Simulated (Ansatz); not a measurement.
**Decaying states in the gap of Tl2GeCl6**

A new crystal, Tl2GeCl6: structure, gap and complex bands. It is built by putting Cl for F, Ge for Sn in the Tl2SnF6 structure of space group P-3m1, with the volume rescaled by atomic radii. The parent structure comes from the Materials Project.

Method: r2SCAN DFT, plane waves, PAW files, in the first sound run; inputs show where later runs differ, in Ansatz 0.2.0.

This is a report of a sequence of runs, with most program output left out.

The structure was built from a prototype and need not be the compound's stable phase.

## 1. The structure

The structure is trigonal, space group P-3m1 (No. 164). Conventional cell: a = 6.920 Å, b = 6.920 Å, c = 5.539 Å, α = 90.00°, β = 90.00°, γ = 120.00°. Nearest to Tl lie 3 Cl at 3.28 Å. Nearest to Ge lie 6 Cl at 2.29 Å. Cl has 1 Ge at 2.29 Å nearest. It derives from Tl2SnF6. Cl for F, Ge for Sn in the Tl2SnF6 structure of space group P-3m1. Farther neighbours and most contacts between anions are not listed.

## 2. Relaxing the new crystal

The substituted atoms don't fit the parent's cell, so cell and atoms relax together. A small smearing keeps the run stable in case the gap closes on the way.

The input, input.yaml:

```yaml
crystal:
  lattice:
    - [6.9197172191, 0.0, 0.0]
    - [-3.4598586095, 5.9926508987, 0.0]
    - [0.0, 0.0, 5.5385891829]
  atoms:
    - { symbol: Tl, position: [0.6666666667, 0.3333333333, 0.31383582] }
    - { symbol: Tl, position: [0.3333333333, 0.6666666667, 0.68616418] }
    - { symbol: Ge, position: [0.0, 0.0, 0.0] }
    - { symbol: Cl, position: [0.84109833, 0.15890167, 0.77117865] }
    - { symbol: Cl, position: [0.84109833, 0.68219666, 0.77117865] }
    - { symbol: Cl, position: [0.31780334, 0.15890167, 0.77117865] }
    - { symbol: Cl, position: [0.15890167, 0.84109833, 0.22882135] }
    - { symbol: Cl, position: [0.15890167, 0.31780334, 0.22882135] }
    - { symbol: Cl, position: [0.68219666, 0.84109833, 0.22882135] }
kpoints:
  mp_grid: { grid: [4, 4, 4] }
scf:
  occupations: { method: gaussian, width: 0.03 }
hamiltonian:
  xc: r2scan
output:
  forces: true
  stress: true
relax:
  f_tol: 0.02
  max_steps: 60
  cell: {}
```

The run is started by

```
ansatz run input.yaml --threads 2 --pin off --max-ram 4096MiB --backend cpu --events-out ev --progress --plain --runs-dir out
```

Run time: 2.3 min. Hardware: 2 threads of Arm Neoverse N1, shared host; peak memory 1.2 GiB.

Step by step:

```
step  energy less that of the first step (eV)  largest force component (eV/Å)  pressure (GPa)  volume (Å³)
   1                                   0.0000                          0.3448            1.19       229.67
   2                                  -0.1480                          0.2546            0.17       232.37
   3                                  -0.2344                          0.1534           -0.09       235.99
   4                                  -0.2485                          0.1917            0.39       237.36
   5                                  -0.2806                          0.0113            0.08       239.68
   6                                  -0.2822                          0.0136           -0.03       242.61
   7                                  -0.2824                          0.0047            0.01       243.03
  8*                                  -0.2841                          0.0047            0.01       243.03
```

Relaxation steps marked * repeat the geometry before them on a plane-wave basis chosen anew for their cell, so energy and pressure can jump there.

Forces are held to the 12 operations that the run works with; a distortion that breaks them can't arise in this run.

```
conventional cell, symmetrised  before  after  change
                         a (Å)   6.920  6.867  -0.8 %
                         b (Å)   6.920  6.867  -0.8 %
                         c (Å)   5.539  5.952  +7.5 %
              volume (Å³/atom)   25.52  27.00  +5.8 %
```

The atoms that moved most (Å, as changes of fractional coordinates times the final cell):

```csv
atom,dx,dy,dz,length
Tl2,0.000,0.000,0.612,0.612
Tl1,0.000,0.000,-0.612,0.612
Cl5,0.000,-0.008,0.044,0.044
Cl4,-0.007,0.004,0.044,0.044
Cl6,0.007,0.004,0.044,0.044
Cl7,0.007,-0.004,-0.044,0.044
Cl9,-0.007,-0.004,-0.044,0.044
Cl8,0.000,0.008,-0.044,0.044
```

This step gave:

```
free energy  : -33731.0547 eV
Fermi energy : 3.836 eV
pressure     : 0.01081 GPa
```

The largest force component on a free atom ends at 0.0047 eV/Å.

## 3. Band edges

The energy window and the wavevectors of the next steps follow from the band edges, so these are searched first, off the mesh as well.

The input, input.yaml:

```yaml
crystal:
  lattice:
    - [6.8665553917, 0.0, 0.0]
    - [-3.4332776958, 5.9466114057, 0.0]
    - [0.0, 0.0, 5.9517592755]
  atoms:
    - { symbol: Tl, position: [0.6666666667, 0.3333333333, 0.2110569921] }
    - { symbol: Tl, position: [0.3333333333, 0.6666666667, 0.7889430079] }
    - { symbol: Ge, position: [0.0, 0.0, 0.0] }
    - { symbol: Cl, position: [0.8404395899, 0.1595604101, 0.7785132959] }
    - { symbol: Cl, position: [0.8404395899, 0.6808791798, 0.7785132959] }
    - { symbol: Cl, position: [0.3191208202, 0.1595604101, 0.7785132959] }
    - { symbol: Cl, position: [0.1595604101, 0.8404395899, 0.2214867041] }
    - { symbol: Cl, position: [0.1595604101, 0.3191208202, 0.2214867041] }
    - { symbol: Cl, position: [0.6808791798, 0.8404395899, 0.2214867041] }
kpoints:
  mp_grid: { grid: [4, 4, 4] }
  band_path: { path: [VBM, CBM], npoints: 30 }
scf:
  occupations: { method: fixed }
hamiltonian:
  xc: r2scan
output:
  eigenvalues: true
  write_potential: true
  write_density: true
  volumetric_format: npy
```

The job ended after 89 s (2 threads; peak memory 1.1 GiB).

This step gave:

```yaml
fermi_energy: 2.650 eV
gap_on_the_k_mesh: 2.371 eV
gap_on_path: 2.371 eV, by band count; negative where bands overlap
direct_gap_on_path: 2.446 eV
edge_places_on_path: 0, 0.5283 1/A along the path
```

The electronic bands at the labelled points (eV, zero at the Fermi level (highest filled level under fixed occupations); v1 is the highest filled band, c1 the lowest empty one):

```
  point     v4     v3     v2     v1    c1    c2    c3    c4
    VBM  -0.51  -0.47  -0.12   0.00  3.22  5.12  5.52  5.65
halfway  -0.43  -0.29  -0.27  -0.12  2.76  5.78  5.93  6.23
    CBM  -0.42  -0.15  -0.15  -0.08  2.37  5.80  6.33  6.74
```

The searched edges give 2.37 eV, as on the mesh.

## 4. Decaying states in the gap, plane (001)

This step: r2SCAN DFT, plane waves, PAW files; complex bands by layer matching along the plane's normal (Ansatz 0.2.0).

The same crystal is laid in a cell whose first two vectors span the (001) plane (indices of the standard conventional cell, whose axes can be ordered otherwise than in the bulk input). At fixed energy and wavevector in the plane the solver finds all kz, real and complex. A few wavevectors are listed, (0, 0) and (0, -0.5) in units of the plane's reciprocal vectors; the slowest state needn't be among them.

The input, input.yaml:

```yaml
crystal:
  lattice:
    - [6.866555392, 0.0, 0.0]
    - [3.433277696, 5.946611406, 0.0]
    - [0.0, 0.0, 5.951759276]
  atoms:
    - { symbol: Tl, position: [0.3333333333, 0.3333333333, 0.2110569921] }
    - { symbol: Tl, position: [0.6666666667, 0.6666666667, 0.7889430079] }
    - { symbol: Ge, position: [0.0, 0.0, 0.0] }
    - { symbol: Cl, position: [0.6808791798, 0.1595604101, 0.7785132959] }
    - { symbol: Cl, position: [0.1595604101, 0.6808791798, 0.7785132959] }
    - { symbol: Cl, position: [0.1595604101, 0.1595604101, 0.7785132959] }
    - { symbol: Cl, position: [0.3191208202, 0.8404395899, 0.2214867041] }
    - { symbol: Cl, position: [0.8404395899, 0.3191208202, 0.2214867041] }
    - { symbol: Cl, position: [0.8404395899, 0.8404395899, 0.2214867041] }
kpoints:
  mp_grid: { grid: [4, 4, 4] }
scf:
  occupations: { method: fixed }
hamiltonian:
  xc: r2scan
output:
  eigenvalues: true
  transmission:
    leads: [[0, 0]]
    kpoints: [[0.0, 0.0], [0.0, -0.5]]
    e_range: [-1.0, 3.37]
    de: 0.09
```

Run time: 4.5 min. Hardware: 2 threads; peak memory 2.3 GiB; 9 min of CPU time.

This step gave:

| Item | Value |
| --- | --- |
| level to which the leads are filled | 1.185 eV from the Fermi level |
| decay constant at the filling level, zone centre | 0.3308 Å⁻¹ |
| decay constant at the filling level, slowest listed point | 0.3308 Å⁻¹ |

K parallel (0, 0); values up to 1.5 1/Å, a degenerate pair printed once or twice; energies at which all values exceed this have no row. The Im kz of the slowest decaying states by energy, zero at the highest filled level on the SCF mesh:

```csv
energy (eV),decay 1 (Å⁻¹),decay 2 (Å⁻¹),decay 3 (Å⁻¹),decay 4 (Å⁻¹)
-1.00,0.0914,0.327,0.335,0.499
-0.82,0.0851,0.186,0.328,0.425
-0.55,0.179,0.209,0.271,0.377
-0.37,0.0636,0.233,0.240,0.363
-0.10,0.122,0.219,0.407,0.838
-0.01,0.228,0.239,0.265,0.409
0.08,0.255,0.320,0.333,0.411
0.26,0.280,0.385,0.413,0.454
0.53,0.305,0.411,0.445,0.562
0.71,0.316,0.407,0.473,0.612
0.98,0.327,0.398,0.507,0.669
1.16,0.331,0.389,0.526,0.698
1.34,0.332,0.377,0.542,0.724
1.61,0.330,0.353,0.563,0.755
1.79,0.325,0.331,0.576,0.772
2.06,0.278,0.311,0.592,0.793
2.24,0.208,0.296,0.602,0.805
2.42,0.284,0.611,0.816,0.897
2.69,0.103,0.306,0.624,0.829
2.87,0.199,0.319,0.633,0.835
3.14,0.250,0.329,0.647,0.844
3.32,0.267,0.331,0.658,0.821
```

K parallel (0, -0.5); values up to 1.5 1/Å, a degenerate pair printed once or twice; energies at which all values exceed this have no row. Table of Im kz of the slowest decaying states by energy, zero at the highest filled level on the SCF mesh:

```
energy (eV)  decay 1 (Å⁻¹)  decay 2 (Å⁻¹)  decay 3 (Å⁻¹)  decay 4 (Å⁻¹)
    -1.0000          0.263          0.265          0.310          0.544
    -0.7300         0.0610          0.134          0.160          0.214
    -0.4600         0.0447         0.0904          0.130          0.191
    -0.2800          0.137          0.171          0.216          0.236
    -0.0100          0.257          0.287          0.329          0.413
     0.2600          0.330          0.352          0.374          0.398
     0.5300          0.361          0.394          0.436          0.476
     0.7100          0.378          0.412          0.466          0.514
     0.9800          0.398          0.432          0.502          0.556
     1.2500          0.414          0.445          0.531          0.587
     1.5200          0.426          0.453          0.554          0.610
     1.7900          0.435          0.457          0.572          0.621
     1.9700          0.441          0.458          0.583          0.603
     2.2400          0.450          0.455          0.569          0.596
     2.5100          0.448          0.453          0.531          0.605
     2.7800          0.434          0.436          0.501          0.613
     2.9600          0.406          0.421          0.480          0.616
     3.2300         0.0983          0.255          0.318          0.399
```

At the listed wavevectors the last open channel is at -0.01 eV and the next at +2.42 eV on the grid. At +1.16 eV, the grid energy nearest the filling level (the middle of the gap on the SCF mesh), the slowest state at the listed wavevectors decays with κ = 0.331 Å⁻¹, its amplitude falling by e over 3.0 Å. Through 1 nm of this crystal that state's transmission falls by exp(−2 × 0.331 Å⁻¹ × 10 Å) = 0.0013.

## 5. Decay over the two-dimensional zone

The listed points could miss the slowest state, so one energy near mid-gap is solved on a mesh of 6×6.

input.yaml, as its differences from that of step 4:

```diff
@@ -23,6 +23,2 @@
   eigenvalues: true
-  transmission:
-    leads: [[0, 0]]
-    kpoints: [[0.0, 0.0], [0.0, -0.5]]
-    e_range: [-1.0, 3.37]
-    de: 0.09
+  transmission: { leads: [[0, 0]], kmesh: [6, 6], e_range: [1.19, 1.2], de: 0.05 }
```

It took 2.4 min on 2 threads; peak memory 2.3 GiB; 4.8 min of CPU time.

Numbers from this step:

| Property | Result |
| --- | --- |
| least decay constant on the mesh | 0.3312 Å⁻¹ |

Slowest decay constant (1/Å; 0 where a channel is open) over k1 and k2. At 1.1900 eV from the Fermi level.

Ten even steps from '0' (0.331) to '9' (0.422):
```
979787
998338
873037
983389
978797
899899
```
Columns: k1 (b1) from -0.5 to 0.333; rows upwards: k2 (b2) from -0.5 to 0.333.

The least value on the mesh is 0.331 Å⁻¹ at +1.19 eV. At that energy the listed points give about 0.331 Å⁻¹ by interpolation, so the mesh holds no clearly slower state.

## 6. Complex bands, plane (100)

The same for the (100) plane, at (0, 0) and (-0.5, 0), to see how the decay depends on direction.

The input, input.yaml:

```yaml
crystal:
  lattice:
    - [6.866555392, 0.0, 0.0]
    - [0.0, 5.951759276, 0.0]
    - [3.433277696, 0.0, 5.946611406]
  atoms:
    - { symbol: Tl, position: [0.6666666667, 0.2110569921, 0.6666666667] }
    - { symbol: Tl, position: [0.3333333333, 0.7889430079, 0.3333333333] }
    - { symbol: Ge, position: [0.0, 0.0, 0.0] }
    - { symbol: Cl, position: [0.3191208202, 0.7785132959, 0.8404395899] }
    - { symbol: Cl, position: [0.8404395899, 0.7785132959, 0.8404395899] }
    - { symbol: Cl, position: [0.8404395899, 0.7785132959, 0.3191208202] }
    - { symbol: Cl, position: [0.6808791798, 0.2214867041, 0.1595604101] }
    - { symbol: Cl, position: [0.1595604101, 0.2214867041, 0.1595604101] }
    - { symbol: Cl, position: [0.1595604101, 0.2214867041, 0.6808791798] }
kpoints:
  mp_grid: { grid: [4, 4, 4] }
scf:
  occupations: { method: fixed }
hamiltonian:
  xc: r2scan
output:
  eigenvalues: true
  transmission:
    leads: [[0, 0]]
    kpoints: [[0.0, 0.0], [-0.5, 0.0]]
    e_range: [-1.0, 3.37]
    de: 0.09
```

Elapsed: 4.9 min, on 2 threads; peak memory 2.3 GiB; 9.7 min of CPU time.

Numbers from this step:

| Property | Result |
| --- | --- |
| decay constant at the filling level, zone centre | 0.3016 Å⁻¹ |
| decay constant at the filling level, slowest listed point | 0.3016 Å⁻¹ |

K parallel (0, 0); values up to 1.5 1/Å, a degenerate pair printed once or twice; energies at which all values exceed this have no row. Table of Im kz of the slowest decaying states by energy, zero at the highest filled level on the SCF mesh:

```
energy (eV)  decay 1 (Å⁻¹)  decay 2 (Å⁻¹)  decay 3 (Å⁻¹)  decay 4 (Å⁻¹)
      -1.00          0.164          0.196          0.233          0.400
      -0.82          0.163          0.192          0.250          0.272
      -0.64         0.0124          0.127          0.177          0.252
      -0.46          0.218          0.269          0.290          0.435
      -0.28         0.0398          0.196          0.322          0.327
      -0.10          0.104          0.332          0.349          0.377
      -0.01          0.149          0.166          0.357          0.380
       0.08          0.103          0.204          0.218          0.363
       0.17          0.146          0.232          0.264          0.361
       0.35          0.200          0.273          0.331          0.340
       0.53          0.235          0.303          0.338          0.374
       0.71          0.261          0.327          0.341          0.370
       0.89          0.281          0.346          0.350          0.359
       1.07          0.296          0.350          0.357          0.489
       1.25          0.307          0.341          0.355          0.371
       1.43          0.315          0.321          0.359          0.383
       1.61          0.297          0.320          0.363          0.393
       1.79          0.267          0.323          0.365          0.400
       1.97          0.229          0.325          0.367          0.407
       2.15          0.175          0.325          0.368          0.412
       2.24          0.137          0.324          0.368          0.414
       2.42          0.322          0.368          0.417          0.544
       2.60          0.319          0.366          0.419          0.539
       2.78          0.315          0.363          0.420          0.534
       2.96          0.309          0.359          0.420          0.528
       3.14          0.302          0.354          0.420          0.521
       3.32          0.103          0.293          0.348          0.418
```

(Continued in part 2 of 2.)

[Logs are printed without paths, hosts, clocks, repeated set-up lines and the standing remarks that a program may print on its own settings, such as how far it seeks lower states.]

[Hosts, paths, dates, database ids (printed as entryN), source tags and the programs' standing remarks are cut or masked in the printed files.]
